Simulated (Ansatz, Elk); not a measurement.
## YSi2Mo2: X-ray structure factors from the self-consistent density

Structure refinements treat a crystal as free atoms side by side. For a made-up structure of YSi2Mo2 (cell and positions from a PBEsol relaxation) the runs below show what the calculated density changes in F(hkl).

Calculated with Elk 11.2.3 (patched build); DFT, PBE, all-electron APW+lo, Dirac cores, scalar-relativistic bands, static density, no spin.

The structure was built from a prototype and need not be the compound's stable phase.

### Step 1. Set-up

Symmetry: I4/mmm, No. 139, tetragonal system. Conventional cell: a = 3.930 Å, b = 3.930 Å, c = 11.115 Å, α = 90.00°, β = 90.00°, γ = 90.00°. Nearest to Mo lie 4 Si at 2.53 Å and 4 Mo at 2.78 Å. Y has 8 Si at 3.02 Å nearest. Nearest to Si lie 1 Si at 2.38 Å and 4 Mo at 2.53 Å and 4 Y at 3.02 Å. Farther neighbours are not listed.

### Step 2. Ground state and structure factors

An all-electron density is needed, since X-rays see the cores too. Task 0 finds the density and task 195 Fourier-transforms it; tshift is off so that phases refer to the origin typed.

The input, elk.in:

```
tasks
  0
  195

xctype
  20

spinpol
  .false.

rgkmax
  7.0

gmaxvr
  14.0

lmaxo
  7

lmaxapw
  8

swidth
  0.002

tshift
  .false.

ramdisk
  .false.

hmaxvr
  5.5

maxscl
  120

epspot
  1e-06

sppath
  './'

avec
  -3.71311216609 3.71311216609 10.50205179285
  3.71311216609 -3.71311216609 10.50205179285
  3.71311216609 3.71311216609 -10.50205179285

atoms
  3
  'Mo.in'
  2
  0.2500000000 0.7500000000 0.5000000000   0.000000 0.000000 0.000000
  0.7500000000 0.2500000000 0.5000000000   0.000000 0.000000 0.000000
  'Y.in'
  1
  -0.0000000000 -0.0000000000 0.0000000000   0.000000 0.000000 0.000000
  'Si.in'
  2
  0.6071426081 0.6071426081 -0.0000000000   0.000000 0.000000 0.000000
  0.3928573919 0.3928573919 -0.0000000000   0.000000 0.000000 0.000000

ngridk
  8 8 8
```

Run with:

```
OMP_NUM_THREADS=4 elk
```

Numbers of over 12 decimals in the logs are rounded to 6 here.

The log of the run:

```text
┌─────────────────────────┐
│ Elk code version 11.2.3 │
└─────────────────────────┘

All units are atomic (Hartree, Bohr, etc.)

┌─────────────────────────────────────────────────┐
│ Ground-state run starting from atomic densities │
└─────────────────────────────────────────────────┘

Lattice vectors :
  -3.713112166       3.713112166       10.50205179
   3.713112166      -3.713112166       10.50205179
   3.713112166       3.713112166      -10.50205179

Reciprocal lattice vectors :
  0.3498767560E-16  0.8460807304      0.2991408456
  0.8460807304      0.3498767560E-16  0.2991408456
  0.8460807304      0.8460807304     -0.1652984476E-17

Unit cell volume      :    579.1756362
Brillouin zone volume :   0.4282815056

Muffin-tin inner radius fraction :   0.1000000000E-01

Nuclei treated as point charges

Species : 1 (Mo)
 parameters loaded from : Mo.in
 name : molybdenum
 nuclear charge    :   -42.00000000
 electronic charge :    42.00000000
 atomic mass :    174887.9214
 muffin-tin radius :    2.558814899
 number of radial points in muffin-tin :   1193
 inner part over the whole radius :   0.9943591463E-02
 number on inner part of muffin-tin    :    848
 approximate nuclear radius :   0.8334154960E-04
 number of mesh points to nuclear radius :    420
 atomic positions (lattice), magnetic fields (Cartesian) :
  1 :   0.25000000 -0.25000000  0.50000000    0.00000000  0.00000000  0.00000000
  2 :  -0.25000000  0.25000000  0.50000000    0.00000000  0.00000000  0.00000000

Species : 2 (Y)
 parameters loaded from : Y.in
 name : yttrium
 nuclear charge    :   -39.00000000
 electronic charge :    39.00000000
 atomic mass :    162065.4503
 muffin-tin radius :    2.600000000
 number of radial points in muffin-tin :   1193
 inner part over the whole radius :   0.9871815862E-02
 number on inner part of muffin-tin    :    847
 approximate nuclear radius :   0.8135895711E-04
 number of mesh points to nuclear radius :    416
 atomic positions (lattice), magnetic fields (Cartesian) :
  1 :   0.00000000  0.00000000  0.00000000    0.00000000  0.00000000  0.00000000

Species : 3 (Si)
 parameters loaded from : Si.in
 name : silicon
 nuclear charge    :   -14.00000000
 electronic charge :    14.00000000
 atomic mass :    51196.73458
 muffin-tin radius :    2.165151068
 number of radial points in muffin-tin :    793
 inner part over the whole radius :   0.9947648212E-02
 number on inner part of muffin-tin    :    553
 approximate nuclear radius :   0.5963282101E-04
 number of mesh points to nuclear radius :    246
 atomic positions (lattice), magnetic fields (Cartesian) :
  1 :  -0.39285739 -0.39285739  0.00000000    0.00000000  0.00000000  0.00000000
  2 :   0.39285739  0.39285739  0.00000000    0.00000000  0.00000000  0.00000000

Total number of atoms per unit cell :    5
Total muffin-tin volume :    299.0117060
 ratio of muffin-tin to unit cell volume :   0.5162712092

Spin treatment :
 spin-unpolarised

Number of Bravais lattice symmetries :   16
Number of crystal symmetries         :   16
Crystal has inversion symmetry
Real symmetric eigensolver will be used

k-point grid :      8     8     8
k-point offset :    0.000000000       0.000000000       0.000000000
k-point set is reduced with full crystal symmetry group
Total number of k-points :       59

Muffin-tin radius times maximum |G+k| :    7.000000000
 using average radius
Maximum |G+k| for APW functions       :    2.905062893
Maximum (1/2)|G+k|²                   :    4.219695207
Maximum |G| for potential and density :    14.00000000
Constant for pseudocharge density :    9
 order of it for each species :   16  16  16
 order of it for pair densities of each species (exact exchange by exxq0 0: 17) :   11  11   7
Radial integration step length :    1

G-vector grid sizes :     54    54    54
Number of G-vectors :    26755

Maximum angular momentum used for
 APW functions            :    8
 outer part of muffin-tin :    7
 inner part of muffin-tin :    2

Total nuclear charge    :   -151.0000000
[...]
correlation                 :     -7.516022
 electron entropic           :    -0.11833686278894E-02
 total energy                :     -12066.479645226

Density of states at Fermi energy :    92.38470878
 (states/Hartree/unit cell)

Estimated indirect band gap :   0.2215022117E-03
 from k-point 7 to k-point 19
Estimated direct band gap   :   0.1716456807E-02
 at k-point 5

Charges :
 core                        :    104.0000000
 valence                     :    47.00000000
 interstitial                :    9.000402506
 muffin-tins (core leakage)
  species : 1 (Mo)
   atom 1                    :    39.97319324     (  0.1341023541E-06)
[...]
species : 2 (Y)
[...]
species : 3 (Si)
[...]
total in muffin-tins        :    141.9995975
 total calculated charge     :    150.9962182
 total charge                :    151.0000000
 error                       :   0.3781808126E-02

RMS change in Kohn-Sham potential (target) :   0.4002815594     (  0.1000000000E-05)
Absolute change in total energy (target)   :   0.3209880315     (  0.1000000000E-03)

[... loops 3 to 14 left out ...]

┌──────────────────┐
│ Loop number : 15 │
└──────────────────┘

Energies :
 Fermi                       :     0.375009
 sum of occupied eigenvalues :     -7123.1374214617
 electron kinetic            :      12471.576709950
 core electron kinetic       :      12210.617781959
 Coulomb                     :     -24137.134454847
 Coulomb potential           :     -19074.551370877
 nuclear-nuclear             :     -1452.8718609312
 electron-nuclear            :     -26330.784177383
 Hartree                     :      3646.5215834672
 Madelung                    :     -14599.858769408
 xc potential                :     -520.16276053541
 exchange                    :     -391.96648537897
 correlation                 :     -7.520093
 electron entropic           :    -0.14407784369133E-02
 total energy                :     -12065.045764551

Density of states at Fermi energy :    111.4881052
 (states/Hartree/unit cell)

Estimated indirect band gap :   0.3582356691E-03
 from k-point 48 to k-point 15
Estimated direct band gap   :   0.2353808474E-02
 at k-point 31

Charges :
 core                        :    104.0000000
 valence                     :    47.00000000
 interstitial                :    8.422615777
 muffin-tins (core leakage)
  species : 1 (Mo)
[...]
species : 2 (Y)
[...]
species : 3 (Si)
[...]
total in muffin-tins        :    142.5773842
 total calculated charge     :    150.9962408
 total charge                :    151.0000000
 error                       :   0.3759175732E-02

RMS change in Kohn-Sham potential (target) :   0.3656325125E-06 (  0.1000000000E-05)
Absolute change in total energy (target)   :   0.1326622260E-04 (  0.1000000000E-03)

Convergence targets achieved

┌──────────────────┐
│ Loop number : 16 │
└──────────────────┘

Energies :
 Fermi                       :     0.375009
 sum of occupied eigenvalues :     -7123.1374338285
 electron kinetic            :      12471.576706003
 core electron kinetic       :      12210.617768364
 Coulomb                     :     -24137.134460699
 Coulomb potential           :     -19074.551358965
 nuclear-nuclear             :     -1452.8718609312
 electron-nuclear            :     -26330.784202421
 Hartree                     :      3646.5216026534
 Madelung                    :     -14599.858781217
 xc potential                :     -520.16278086714
 exchange                    :     -391.96648583193
 correlation                 :     -7.520093
 electron entropic           :    -0.14407780260098E-02
 total energy                :     -12065.045774792

Density of states at Fermi energy :    111.4880541
 (states/Hartree/unit cell)

Estimated indirect band gap :   0.3582420764E-03
 from k-point 48 to k-point 15
Estimated direct band gap   :   0.2353808331E-02
 at k-point 31

Charges :
 core                        :    104.0000000
 valence                     :    47.00000000
 interstitial                :    8.422615070
 muffin-tins (core leakage)
  species : 1 (Mo)
[...]
species : 2 (Y)
   atom 1                    :    36.85240449     (  0.8674550667E-05)
  species : 3 (Si)
   atom 1                    :    12.32152254     (  0.1650132576E-02)
   atom 2                    :    12.32152254     (  0.1650132576E-02)
 total in muffin-tins        :    142.5773849
 total calculated charge     :    150.9962408
 total charge                :    151.0000000
 error                       :   0.3759175828E-02

┌──────────────────────────────┐
│ Self-consistent loop stopped │
└──────────────────────────────┘

Warning : core states of species 3 leak from the muffin-tin :   0.1650132576E-02

Wrote STATE.OUT
```

Elapsed: 38 s, on 4 threads of Arm Neoverse V2, shared host; peak memory 0.2 GiB; 1.9 min of CPU time.

SFACRHO.OUT:

```text

h k l indices transformed by vhmat matrix:
   1.000000000       0.000000000       0.000000000    
   0.000000000       1.000000000       0.000000000    
   0.000000000       0.000000000       1.000000000    

      h      k      l  multipl.   |H|            Re(F)            Im(F)           |F|

      0      0      0      1   0.0000000       151.00000      0.98315593E-17   151.00000    
     -1     -1      1      2  0.59828169      -36.879393     -0.24113030E-13   36.879393    
      1      0     -1      8  0.89740618       15.982470      -0.0000000       15.982470    
     -1      1      0      4   1.1965388      -16.297461      0.15104959E-16   16.297461    
      2      2     -2      2   1.1965634       81.127870     -0.42700157E-13   81.127870    
     -1     -2      1      8   1.2333774       39.989931      -0.0000000       39.989931    
     -1     -1      0      8   1.3377766       100.53706      0.25117739E-13   100.53706    
     -1      1      1      4   1.6921615       106.20721     -0.72661886E-14   106.20721    
      3      1     -2      8   1.6921788      -47.957921      0.25620094E-13   47.957921    
      2      3     -3      8   1.7184248       44.969101      0.25117739E-15   44.969101    
      2      0     -2      8   1.7948124      -27.554123     -0.10047096E-14   27.554123    
      3      3     -3      2   1.7948451      -42.112124      0.83390895E-13   42.112124    
      1     -2      0     16   1.9153977       14.018813     -0.10047096E-14   14.018813    
     -3     -1      1      8   2.0724802       67.342975      0.39686028E-13   67.342975    
      2      1      0     16   2.0939509       32.795745      -0.0000000       32.795745    
     -3     -3      4      8   2.1571217       70.625079      0.70329670E-13   70.625079    
      4      3     -3      8   2.2584574       24.970817      -0.0000000       24.970817    
      0      0      2      4   2.3930777       91.945799     -0.12671726E-13   91.945799
```

Elk indexes on the primitive cell of elk.in and gives |H| = 4π sin θ/λ in inverse bohr. Below, one row stands for each form hkl of the conventional cell (m members, Friedel mates merged), F is for one primitive cell and the density is static (no thermal factor). Free-atom factors are Waasmaier and Kirfel's, and R is Σm||F|−|F'||/Σm|F|.

```
hkl   m  sin θ/λ (Å⁻¹)  abs F, DFT  neutral atoms   diff.
002   2          0.090      36.879         37.013  -0.134
101   8          0.135      15.982         16.154  -0.172
110   4          0.180      16.297         16.798  -0.501
004   2          0.180      81.128         81.845  -0.717
103   8          0.185      39.990         39.924  +0.066
112   8          0.201     100.537        101.126  -0.589
200   4          0.255     106.207        106.873  -0.666
114   8          0.255      47.958         48.491  -0.533
105   8          0.258      44.969         45.203  -0.234
202   8          0.270      27.554         28.010  -0.456
006   2          0.270      42.112         42.548  -0.436
211  16          0.288      14.019         13.869  +0.150
204   8          0.312      67.343         67.277  +0.066
213  16          0.315      32.796         32.918  -0.123
116   8          0.324      70.625         70.412  +0.213
107   8          0.340      24.971         25.021  -0.050
220   4          0.360      91.946         91.525  +0.421
008   2          0.360      86.172         85.802  +0.370
```

### Step 3. The highest occupied states alone

An energy window below the Fermi level keeps the highest occupied states, to see at which angles they scatter; shallow core shells can lie inside it and anion s states outside. No new self-consistency is needed.

Edit elk.in of step 2 so:

```diff
@@ -1,3 +1,2 @@
 tasks
-  0
   195
@@ -40,2 +39,5 @@
 
+wsfac
+  -0.065980 0.675010
+
 sppath
```

Run with:

```
OMP_NUM_THREADS=4 elk
```

The log of the run:

```text
┌─────────────────────────────────┐
│ Elk code version 11.2.3 started │
└─────────────────────────────────┘

Info(readinput): the functional depends on the density's gradient
 muffin-tin radial points multiplied by    2.00000
 (not where nrmtscf is given)

┌────────────────────┐
│ Current task : 195 │
└────────────────────┘
Info(checkmt): changed muffin-tin radius of species 1 (Mo) from   2.6000 to   2.5588
Info(checkmt): changed muffin-tin radius of species 3 (Si) from   2.2000 to   2.1652

Info(sfacrho): density structure factors written to SFACRHO.OUT

 Energy window :  -0.6598000000E-01  0.6750100000

┌──────────────────┐
│ Elk code stopped │
└──────────────────┘
```

Elapsed: 9.8 s, on 4 threads; peak memory 0.16 GiB; 14 s of CPU time.

States within 12 eV below the Fermi level hold 23.00 electrons; any levels below the window count with the cores. Their amplitudes can exceed the total, where window and core parts have opposite phase:

```
hkl  sin θ/λ (Å⁻¹)  abs F, window  abs F, all
002          0.090          5.894      36.879
101          0.135          2.118      15.982
110          0.180          1.476      16.297
004          0.180          1.742      81.128
103          0.185          0.798      39.990
112          0.201          2.659     100.537
200          0.255          1.133     106.207
114          0.255          1.063      47.958
105          0.258          0.017      44.969
202          0.270          0.691      27.554
```

### Step 4. Another functional

The difference from free atoms is small, so it is set against the change that LDA (Perdew-Wang) makes.

Edit elk.in of step 3 so:

```diff
@@ -1,2 +1,3 @@
 tasks
+  0
   195
@@ -4,3 +5,3 @@
 xctype
-  20
+  3
 
@@ -39,5 +40,2 @@
 
-wsfac
-  -0.065980 0.675010
-
 sppath
```

Run with:

```
OMP_NUM_THREADS=4 elk
```

The log of the run:

```text
┌─────────────────────────┐
│ Elk code version 11.2.3 │
└─────────────────────────┘

All units are atomic (Hartree, Bohr, etc.)

┌─────────────────────────────────────────────────┐
│ Ground-state run starting from atomic densities │
└─────────────────────────────────────────────────┘

Lattice vectors :
  -3.713112166       3.713112166       10.50205179
   3.713112166      -3.713112166       10.50205179
   3.713112166       3.713112166      -10.50205179

Reciprocal lattice vectors :
  0.3498767560E-16  0.8460807304      0.2991408456
[...]
species : 1 (Mo)
[...]
species : 2 (Y)
[...]
species : 3 (Si)
   atom 1                    :    12.33009664     (  0.1683571095E-02)
   atom 2                    :    12.33009664     (  0.1683571095E-02)
 total in muffin-tins        :    142.6359749
 total calculated charge     :    150.9961679
 total charge                :    151.0000000
 error                       :   0.3832108915E-02

┌──────────────────────────────┐
│ Self-consistent loop stopped │
└──────────────────────────────┘

Warning : core states of species 3 leak from the muffin-tin :   0.1683571095E-02

Wrote STATE.OUT
[key lines of the parts left out:]
total energy                :     -12050.966598399
```

Wall time 25 s (4 threads); peak memory 0.17 GiB; 80 s of CPU time.

Against the first run R = 0.06 %; the largest change is -0.052 at 440.

### Step 5. A coarser k-mesh

About half the k-points along each axis test the sampling.

Edit elk.in of step 4 so:

```diff
@@ -5,3 +5,3 @@
 xctype
-  3
+  20
 
@@ -63,2 +63,2 @@
 ngridk
-  8 8 8
+  4 4 4
```

Run with:

```
OMP_NUM_THREADS=4 elk
```

The log of the run:

```text
┌─────────────────────────┐
│ Elk code version 11.2.3 │
└─────────────────────────┘

All units are atomic (Hartree, Bohr, etc.)

┌─────────────────────────────────────────────────┐
│ Ground-state run starting from atomic densities │
└─────────────────────────────────────────────────┘

Lattice vectors :
  -3.713112166       3.713112166       10.50205179
   3.713112166      -3.713112166       10.50205179
   3.713112166       3.713112166      -10.50205179

Reciprocal lattice vectors :
  0.3498767560E-16  0.8460807304      0.2991408456
[...]
species : 1 (Mo)
[...]
species : 2 (Y)
[...]
species : 3 (Si)
   atom 1                    :    12.32031506     (  0.1649810924E-02)
   atom 2                    :    12.32031506     (  0.1649810924E-02)
 total in muffin-tins        :    142.5810591
 total calculated charge     :    150.9962438
 total charge                :    151.0000000
 error                       :   0.3756199830E-02

┌──────────────────────────────┐
│ Self-consistent loop stopped │
└──────────────────────────────┘

Warning : core states of species 3 leak from the muffin-tin :   0.1649810924E-02

Wrote STATE.OUT
[key lines of the parts left out:]
total energy                :     -12065.047343995
```

Run time: 19 s. Hardware: 4 threads; peak memory 0.2 GiB.

Against the first run R = 0.02 %; the largest change is +0.049 at 006.

### Step 6. Settings against the effect

```
              run  R against the first run (%)  R against neutral atoms, low angle (%)  wall time
    PBE, rgkmax 7                         0.00                                    0.80       38 s
LDA (Perdew-Wang)                         0.06                                    0.79       25 s
     k-mesh 4×4×4                         0.02                                    0.80       19 s
```

### Step 7. What came out

```json
{"R against neutral atoms, sin θ/λ < 0.3 Å⁻¹": "0.80 %", "R against neutral atoms, 0.3 to 0.82 Å⁻¹": "0.28 %"}
```

Independent neutral atoms miss the calculated amplitudes by R = 0.80 % below 0.3 Å⁻¹ and 0.28 % from there to 0.82 Å⁻¹; by shells, 0.81 % below 0.15 Å⁻¹ (2 forms), 0.80 % 0.15 to 0.3 (10 forms), 0.39 % 0.3 to 0.45 (22 forms), 0.26 % above 0.45 (115 forms). Bonding, aspherical density and the tables' own atoms all enter these figures, and the runs don't part them. The largest change of an amplitude is -0.72 electrons, at 004. The window's part falls from 23.0 electrons at the origin to at most 0.35 between 0.45 and 0.82 Å⁻¹. Below 0.3 Å⁻¹ the changes that finished (LDA (Perdew-Wang) and k-mesh 4×4×4) move F by R = 0.02 % at most, against the 0.80 % that separates it from free atoms. The basis has no finished test. These runs have no spin, though d or f shells may be open. Part of the difference isn't bonding: the tables are fits to free atoms and ions calculated by other methods than this functional. Thermal motion, anomalous dispersion and extinction are left out.

[Logs are printed without paths, hosts, clocks, repeated set-up lines and the standing remarks that a program may print on its own settings, such as how far it seeks lower states.]

[Hosts, paths, dates, database ids (printed as entryN), source tags and the programs' standing remarks are cut or masked in the printed files.]
